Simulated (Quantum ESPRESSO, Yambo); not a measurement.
# Quasiparticle gap of SrTiO3 (Tausonite) in Yambo, part 2 of 3

Wanted: ground state, empty states, screening and self-energy for SrTiO3 (Tausonite).

Quantum ESPRESSO 7.5 and Yambo 5.3.0; PBE and many-body steps on it, plane waves. Known limits of the many-body steps: not at the basis limit; no spin-orbit coupling; coarse k mesh.

So far. Step 2 (Ground state): The gap is indirect, with the least direct gap 0.36 eV higher. Step 3 (Bands along the symmetry lines): The gap is 1.908 eV, as in the run before at this level.

## Step 4: Empty states on the mesh, 4×4×4 mesh, 67 bands

Level of this step: DFT, PBE, plane waves, norm-conserving pseudopotentials (Quantum ESPRESSO).

The sums over transitions need many empty states on a uniform mesh; this step solves for them.

pw.in

```
&control
  calculation = 'nscf'
  prefix = 'x'
  outdir = 'o'
  pseudo_dir = 'pseudo'
/
&system
  ibrav = 0
  nat = 5
  ntyp = 3
  ecutwfc = 76.0
  nbnd = 67
  force_symmorphic = .true.
/
&electrons
  conv_thr = 1e-9
  electron_maxstep = 80
  diago_full_acc = .true.
  diago_thr_init = 5e-6
/
ATOMIC_SPECIES
  Sr 87.62 Sr.upf
  Ti 47.867 Ti.upf
  O 15.999 O.upf
CELL_PARAMETERS angstrom
  3.9052800000 0.0000000000 0.0000000000
  0.0000000000 3.9052800000 0.0000000000
  0.0000000000 0.0000000000 3.9052800000
ATOMIC_POSITIONS crystal
  Sr 0.5000000000 0.5000000000 0.5000000000
  Ti 0.0000000000 0.0000000000 0.0000000000
  O 0.5000000000 0.0000000000 0.0000000000
  O 0.0000000000 0.5000000000 0.0000000000
  O 0.0000000000 0.0000000000 0.5000000000
K_POINTS automatic
  4 4 4 0 0 0
```

Started as:

```console
$ OMP_NUM_THREADS=1 mpirun -n 8 pw.x -nk 4 -in pw.in > pw.out
```

Output:

```text
[banner, memory and clock lines left out]
Program PWSCF v.7.5 starts

     Atomic positions and unit cell read from directory:
     o/x.save/

     Message from routine setup:
     using ibrav=0 with symmetry is DISCOURAGED, use correct ibrav instead

     bravais-lattice index     =            0
     lattice parameter (alat)  =       7.3799  a.u.
     unit-cell volume          =     401.9325 (a.u.)^3
     number of atoms/cell      =            5
     number of atomic types    =            3
     number of electrons       =        40.00
     number of Kohn-Sham states=           67
     kinetic-energy cutoff     =      76.0000  Ry
     charge density cutoff     =     304.0000  Ry
     Exchange-correlation= PBE
                           (   1   4   3   4   0   0   0)

     celldm(1)=   7.379910  celldm(2)=   0.000000  celldm(3)=   0.000000
     celldm(4)=   0.000000  celldm(5)=   0.000000  celldm(6)=   0.000000

     crystal axes: (cart. coord. in units of alat)
               a(1) = (   1.000000   0.000000   0.000000 )
               a(2) = (   0.000000   1.000000   0.000000 )
               a(3) = (   0.000000   0.000000   1.000000 )

     reciprocal axes: (cart. coord. in units 2 pi/alat)
               b(1) = (  1.000000  0.000000  0.000000 )
               b(2) = (  0.000000  1.000000  0.000000 )
               b(3) = (  0.000000  0.000000  1.000000 )
     Pseudo is Norm-conserving + core correction, Zval = 10.0
     Generated using ONCVPSP code by D. R. Hamann
     Using radial grid of 1834 points,  6 beta functions with:
     Pseudo is Norm-conserving + core correction, Zval = 12.0
     Generated using ONCVPSP code by D. R. Hamann
     Using radial grid of 1586 points,  6 beta functions with:
     Pseudo is Norm-conserving + core correction, Zval =  6.0
     Generated using ONCVPSP code by D. R. Hamann
     Using radial grid of  936 points,  5 beta functions with:
     Sr               10.00    87.62000     Sr( 1.00)
     Ti               12.00    47.86700     Ti( 1.00)
     O                 6.00    15.99900     O ( 1.00)

     48 Sym. Ops., with inversion, found

   Cartesian axes

     site n.     atom                  positions (alat units)
         1        Sr     tau(   1) = (   0.5000000   0.5000000   0.5000000  )
         2        Ti     tau(   2) = (   0.0000000   0.0000000   0.0000000  )
         3        O      tau(   3) = (   0.5000000   0.0000000   0.0000000  )
         4        O      tau(   4) = (   0.0000000   0.5000000   0.0000000  )
         5        O      tau(   5) = (   0.0000000   0.0000000   0.5000000  )

     number of k points=    10
                       cart. coord. in units 2pi/alat
        k(    1) = (   0.0000000   0.0000000   0.0000000), wk =   0.0312500
        k(    2) = (   0.0000000   0.0000000   0.2500000), wk =   0.1875000
        k(    3) = (   0.0000000   0.0000000  -0.5000000), wk =   0.0937500
[...]
k(    9) = (   0.2500000  -0.5000000  -0.5000000), wk =   0.1875000
        k(   10) = (  -0.5000000  -0.5000000  -0.5000000), wk =   0.0312500

     Dense  grid:    36041 G-vectors     FFT dimensions: (  45,  45,  45)

     The potential is recalculated from file :
     o/x.save/charge-density

     Starting wfcs are   27 randomized atomic wfcs +   40 random wfcs

     Band Structure Calculation

     End of band structure calculation

          k = 0.0000 0.0000 0.0000 (  4457 PWs)   bands (ev):

   -46.3527 -22.6721 -22.6271 -22.6271 -22.6271  -7.3121  -6.3299  -6.3299
    -4.6610  -4.6610  -4.6610   7.2355   7.2355   7.2355   8.8811   8.8811
     8.8811   9.6918   9.6918   9.6918  11.9545  11.9545  11.9545  14.4348
[...]
49.0814  49.1179  51.3632

          k = 0.0000 0.0000 0.2500 (  4504 PWs)   bands (ev):

[...]
49.3499  49.5909  49.7696

          k = 0.0000 0.0000-0.5000 (  4484 PWs)   bands (ev):

[...]
37.7092  38.4477  42.4565  43.5042  43.7767  43.7767  44.6006  44.8174
    45.0273  45.7350  46.3178  46.3178  47.9504  47.9504  48.8065  49.2405
    49.3406  49.9430  51.8258

          k = 0.0000 0.2500 0.2500 (  4514 PWs)   bands (ev):

     [... further k-points ...]

     highest occupied, lowest unoccupied level (ev):    10.0469   11.9545

     XML data file, pseudopotentials, collected wavefunctions
```

The job ended after 6.1 s (8 MPI ranks of Arm Neoverse V1, shared host; peak memory 0.48 GiB).

This step gave:

```yaml
gap: 1.908 eV
k_of_the_valence_top: -0.5, -0.5, -0.5
k_of_the_conduction_bottom: 0, 0, 0
least_direct_gap: 2.263 eV
k_points_computed: 10
lowest_point_of_the_top_converged_band_above_the_valence_top: 39.47 eV
```

On this mesh the gap is 1.908 eV.

## Step 5: Conversion and set-up

This step: Yambo 5.3.0; conversion and set-up on PBE, plane waves, norm-conserving pseudopotentials.

The states are converted to the many-body program's format and the q mesh is built.

Started as:

```console
$ (cd o/x.save; p2y > p2y.log; mv SAVE ../..); yambo > setup.log
```

Output:

```text
 Yambo, version 5.3.0

 [02] CORE Variables Setup
 =========================

  [02.01] Unit cells
  ==================

  Cell kind             :  CUB
  Atoms in the cell     :  Sr  Ti  O
  number of Sr atoms    :  1
  number of Ti atoms    :  1
  number of O  atoms    :  3

  List of atomic masses
  Mass of Sr    :  87.62000
  Mass of Ti    :  47.86700
  Mass of O     :  15.99900

  List of atomic coordinates    : [cc]
  Sr1       :  3.689955  3.689955  3.689955  order 1
  Ti1       :  0.000000  0.000000  0.000000  order 2
  O1       :  3.689955  0.000000  0.000000  order 3
  O2       :  0.000000  3.689955  0.000000  order 4
  O3       :  0.000000  0.000000  3.689955  order 5

  Alat factors          :  7.379910  7.379910  7.379910 [a.u.]
  Direct lattice volume :  401.9325 [a.u.]
  Direct lattice vectors:  A[ 1 ]  A[ 2 ]  A[ 3 ]
   A[ 1 ]:  1.000000  0.000000  0.000000  [iru]
   7.379910  0.000000  0.000000  [cc]
   A[ 2 ]:  0.000000  1.000000  0.000000  [iru]
   0.000000  7.379910  0.000000  [cc]
   A[ 3 ]:  0.000000  0.000000  1.000000  [iru]
   0.000000  0.000000  7.379910  [cc]

  Recip. lattice volume :  0.617144 [a.u.]
  Recip. lattice vectors:  B[ 1 ]  B[ 2 ]  B[ 3 ]
   B[ 1 ]:  1.000000  0.000000  0.000000  [iku]
   0.851391  0.000000  0.000000  [cc]
   B[ 2 ]:  0.000000  1.000000  0.000000  [iku]
   0.000000  0.851391  0.000000  [cc]
   B[ 3 ]:  0.000000  0.000000  1.000000  [iku]
   0.000000  0.000000  0.851391  [cc]

  [02.02] Symmetries
  ==================

  Inversion symmetry    : yes
  Spatial inversion     : yes
  Inversion index       :  25
  K-space Time-reversal : no
  Magnetic symmetries   : no
  Group table correct   : yes
  Symmetries units      :  [cc]

   [S  1]:  1.000000  0.000000  0.000000  0.000000  1.000000  0.000000  0.000000  0.000000  1.000000
   [S  2]: -1.000000  0.000000  0.000000  0.000000 -1.000000  0.000000  0.000000  0.000000  1.000000
   [S  3]: -1.000000  0.000000  0.000000  0.000000  1.000000  0.000000  0.000000  0.000000 -1.000000
[...]
[... 36 further rows ...]
   [S 47]:  0.000000  1.000000  0.000000  0.000000  0.000000 -1.000000  1.000000  0.000000  0.000000
   [S 48]:  0.000000 -1.000000  0.000000  0.000000  0.000000  1.000000  1.000000  0.000000  0.000000

  [02.03] Reciprocal space
  ========================

  nG shells         :   352
  nG charge         :   36041
  nG WFs            :   5739
  nC WFs            :   4632
  G-vecs. in first 35 shells:  [ Number ]
     1    7   19   27   33   57   81   93  123
    147   171   179   203   251   257   305   341   365
    389   437   461   485   515   587   619   691   739
    751   799   847   895   925   949  1021  1045
  ...
  Shell energy in first 35 shells:  [ mHa ]
    0.00000      362.433      724.866      1087.30      1449.73      1812.16      2174.60      2899.46      3261.90
[...]
Grid dimensions      :   4   4   4
  K lattice UC volume  :  0.009643 [a.u.]

  IBZ K-points                                      :  10
  BZ  K-points                                      :   64

  K/Q-points units:
  rlu = crystal or reduced units; cc = cartesian coordinates; iku = interal k-units

  K [ 1]         [rlu]:  0.000000  0.000000  0.000000
         WF components:   4457
  K [ 2]         [rlu]:  0.000000  0.000000  0.250000
         WF components:   4504
  K [ 3]         [rlu]:  0.000000  0.000000 -0.500000
         WF components:   4484
[...]
K [ 8]         [rlu]:  0.250000  0.250000 -0.500000
[...]
K [ 9]         [rlu]:  0.250000 -0.500000 -0.500000
         WF components:   4524
  K [10]         [rlu]: -0.500000 -0.500000 -0.500000
         WF components:   4632

  [02.05] Energies & Occupations
  ==============================

  [X] === General ===
  [X] Electronic Temperature                        :  0.000000  0.000000 [eV K]
  [X] Bosonic    Temperature                        :  0.000000  0.000000 [eV K]
  [X] Finite Temperature mode                       : no
  [X] El. density                                   :  0.67159E+24 [cm-3]
  [X] Fermi Level                                   :  10.04689 [eV]

  [X] === Gaps and Widths ===
  [X] Conduction Band Min                           :  1.907630 [eV]
  [X] Valence Band Max                              :  0.000000 [eV]
  [X] Filled Bands                                  :  20
  [X] Empty Bands                                   :   21   67
  [X] Direct Gap                                    :  2.262761 [eV]
  [X] Direct Gap localized at k                     :  1
  [X] Indirect Gap                                  :  1.907630 [eV]
  [X] Indirect Gap between kpts                     :  10   1
  [X] Last valence band width                       :  0.731990 [eV]
  [X] 1st conduction band width                     :  2.609046 [eV]

  E @ K [ 1]:  [eV]
  -56.39959 -32.71902 -32.67399 -32.67399 -32.67399 -17.35894 -16.37680 -16.37680
[...]
occ @ K [ 1]
[...]
E @ K [ 2]:  [eV]
[...]
occ @ K [ 2]
[...]
E @ K [ 3]:  [eV]
[...]
occ @ K [ 3]
[...]
E @ K [ 8]:  [eV]
[...]
occ @ K [ 8]
[...]
E @ K [ 9]:  [eV]
[...]
occ @ K [ 9]
[...]
E @ K [10]:  [eV]
[...]
occ @ K [10]
[...]
0.000000  0.000000  0.000000  0.000000  0.000000  0.000000  0.000000  0.000000
   0.000000  0.000000  0.000000  0.000000  0.000000  0.000000  0.000000  0.000000

 [03] Transferred momenta grid and indexing
 ==========================================

 IBZ Q-points                                      :  10
 BZ  Q-points                                      :   64

 K/Q-points units:
 rlu = crystal or reduced units; cc = cartesian coordinates; iku = interal k-units

 Q [ 1]         [rlu]:  0.000000  0.000000  0.000000
 Q [ 2]         [rlu]:  0.000000  0.000000  0.250000
 Q [ 3]         [rlu]:  0.000000  0.000000 -0.500000
[...]
Q [ 8]         [rlu]:  0.250000  0.250000 -0.500000
 Q [ 9]         [rlu]:  0.250000 -0.500000 -0.500000
 Q [10]         [rlu]: -0.500000 -0.500000 -0.500000

  [03.01] X indexes
  =================

   [03.01.01] Sigma indexes
   ========================

 [06] Game Over & Game summary
```

Wall time 3.4 s (1 MPI rank); peak memory 0.25 GiB.

(Part 2 of 3 ends here.)

[Paths, hosts, dates, memory and timing lines, banners, echoed tables and standing remarks are left out of the program output.]

[Logs are printed without paths, hosts, clocks, repeated set-up lines and the standing remarks that a program may print on its own settings, such as how far it seeks lower states.]

[Runs of the session that timed out or met a known fault of the program may be left out.]

[Hosts, paths, dates, database ids (printed as entryN), source tags and the programs' standing remarks are cut or masked in the printed files.]
